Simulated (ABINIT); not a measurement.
Planning a run of ABINIT 10.8.3 on VBiO4 (Clinobisvanite). The input:

```
acell 3*1.0 Angstrom
rprim 
  3.623583094700 -5.848600000000 0.000000000000
  3.623583094700 5.848600000000 0.000000000000
  -3.550011012700 0.000000000000 3.647394391800
ntypat 3
znucl 23 83 8
natom 12
typat 1 1 2 2 3 3 3 3 3 3 3 3
xred 
  0.870000000000 0.130000000000 0.750000000000
  0.130000000000 0.870000000000 0.250000000000
  0.366500000000 0.633500000000 0.750000000000
  0.633500000000 0.366500000000 0.250000000000
  0.938300000000 0.354700000000 0.638800000000
  0.645300000000 0.061700000000 0.861200000000
  0.061700000000 0.645300000000 0.361200000000
  0.354700000000 0.938300000000 0.138800000000
  0.811300000000 0.709900000000 0.879600000000
  0.290100000000 0.188700000000 0.620400000000
  0.188700000000 0.290100000000 0.120400000000
  0.709900000000 0.811300000000 0.379600000000
pp_dirpath "pseudos"
pseudos "V.upf, Bi.upf, O.upf"
ecut 38
ngkpt 2 2 2
nshiftk 1
shiftk 0 0 0
kptopt 1
chksymbreak 0
iscf -2
irdden 1
istwfk *1
nband 102
nbdbuf 8
tolwfr 1e-09
nstep 60
prtvol 0
indata_prefix "in"
outdata_prefix "out"
tmpdata_prefix "tmp"
```

```sh
OMP_NUM_THREADS=1 mpirun -n 6 abinit run.abi > log
```

How long will it take on 6 MPI ranks of Intel Xeon 6975P-C (Granite Rapids), shared host, and how much memory?

It took 55 s; on shared hardware allow 28 s to 1.8 min. Peak host memory was 0.78 GiB.

[Paths, hosts, dates, memory and timing lines, banners, echoed tables and standing remarks are left out of the program output.]

[Logs are printed without paths, hosts, clocks, repeated set-up lines and the standing remarks that a program may print on its own settings, such as how far it seeks lower states.]

[Runs of the session that timed out or met a known fault of the program may be left out.]

[Hosts, paths, dates, database ids (printed as entryN), source tags and the programs' standing remarks are cut or masked in the printed files.]

[G0W0 gaps are taken among the corrected bands and points alone; a level outside them can change the order at an edge.]

[Where Ansatz stands beside ABINIT at settings called matched, ABINIT's density can come from a denser mesh and the files from another edition; pairs whose starting gaps differed by over 0.03 eV were left out, so agreement reads better than it is.]
